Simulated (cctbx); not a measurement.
# What is wrong with this refinement?

Cell a = 4.2770 Å, b = 4.2800 Å, c = 21.6650 Å, α = 90.00°, β = 90.00°, γ = 90.00°; space group Amm2 (no. 38).

Simulated single-crystal data (cctbx): Cu Kα, λ = 1.54184 Å, to d = 0.8 Å, 50 % of the full sphere, strongest reflection 5000 counts, noise from counting, a 6 % proportional error and a noise floor of 15 counts (s.d.); no absorption, and some extinction, which the refinements don't model.

An isotropic refinement with weights 1/σ² prints:

```text
Rint 0.054, 438 unique reflections to 0.80 A
cycle     R1     wR2    GooF  max shift (A)
   1  0.1195  0.2911   2.908   0.07444
  12  0.0550  0.1486   1.484   0.01155
final R1 0.0547 wR2 0.1480 GooF 1.478  parameters 20  data/parameter 21.9
atom        x        y        z      Ueq    occ   su(xyz)  su(Uiso or U11)
Ho1    0.00000  0.50000  0.28690   0.0117  1.000  0.00027  0.0023
Ho2    0.50000  0.50000  0.02107   0.0129  1.000  0.00025  0.0017
Sn1    0.00000  0.50000  0.13378   0.0101  1.000  0.00021  0.0012
Sn2    0.00000  0.00000  0.02341   0.0112  1.000  0.00022  0.0014
Sn3    0.50000  0.00000  0.13557   0.0120  1.000  0.00020  0.0013
Sn4    0.50000  0.50000  0.40032   0.0113  1.000  0.00022  0.0017
Si1    0.00000  0.00000  0.39732   0.0271  1.000  0.00158  0.0078
Si2    0.50000  0.00000  0.27459   0.0313  1.000  0.00161  0.0091
Si3    0.73111  0.74637  0.98520   0.2605  1.000  0.01178  0.0300
difference map: max 3.20 min -3.02 rms 0.73
Q1    0.0000  0.0000  0.3117    2    3.33  1.86 A from Si1
Q2    0.5000  0.0000  0.2239    2    2.93  1.10 A from Si2
Q3    0.0000  0.0900  0.6242    4    2.54  0.44 A from Sn1
Q4    0.5000  0.2353  0.2449    4    2.48  1.19 A from Si2
Q5    0.1603  0.0000  0.3277    4    2.47  1.66 A from Si1
Q6    0.0000  0.0000  0.5136    2    2.41  1.68 A from Si3
```

Q: Accept it or mend it, and why?

Mend it. The fault: spurious atom: Si3. Against the right model at the same level, R1 goes from 0.0462 to 0.0547 and GooF from 0.98 to 1.48 and Si3 takes U = 0.26 Å². A site with no density behind it hides by a very large U or drifts. The fit had not settled when the cycles ran out.

The compound is HoSiSn2. The right model at the same level gives:

```text
Rint 0.054, 438 unique reflections to 0.80 A
cycle     R1     wR2    GooF  max shift (A)
   1  0.1016  0.2115   2.102   0.06683
   5  0.0463  0.0983   0.977   0.00040
final R1 0.0462 wR2 0.0983 GooF 0.977  parameters 16  data/parameter 27.4
atom        x        y        z      Ueq    occ   su(xyz)  su(Uiso or U11)
Ho1    0.00000  0.50000  0.28679   0.0149  1.000  0.00018  0.0016
Ho2    0.50000  0.50000  0.02101   0.0156  1.000  0.00016  0.0011
Sn1    0.00000  0.50000  0.13354   0.0115  1.000  0.00014  0.0007
Sn2    0.00000  0.00000  0.02338   0.0127  1.000  0.00015  0.0009
Sn3    0.50000  0.00000  0.13538   0.0136  1.000  0.00013  0.0008
Sn4    0.50000  0.50000  0.40028   0.0118  1.000  0.00014  0.0010
Si1    0.00000  0.00000  0.39809   0.0296  1.000  0.00106  0.0052
Si2    0.50000  0.00000  0.27533   0.0277  1.000  0.00095  0.0056
difference map: max 2.74 min -2.94 rms 0.60
Q1    0.0000  0.0000  0.3125    2    2.81  1.85 A from Si1
Q2    0.5000  0.1893  0.6107    4    2.57  1.43 A from Sn3
Q3    0.3756  0.0000  0.8452    4    2.19  1.31 A from Sn4
Q4    0.0000  0.0000  0.5126    2    2.17  2.15 A from Ho2
Q5    0.1718  0.0000  0.3297    4    2.05  1.65 A from Si1
Q6    0.5000  0.0000  0.2249    2    1.95  1.09 A from Si2
```

This is a model crystal, built by substitution and not relaxed, with assumed displacement parameters.

[Middle refinement cycles are left out of these outputs.]

[Logs are printed without paths, hosts, clocks, repeated set-up lines and the standing remarks that a program may print on its own settings, such as how far it seeks lower states.]
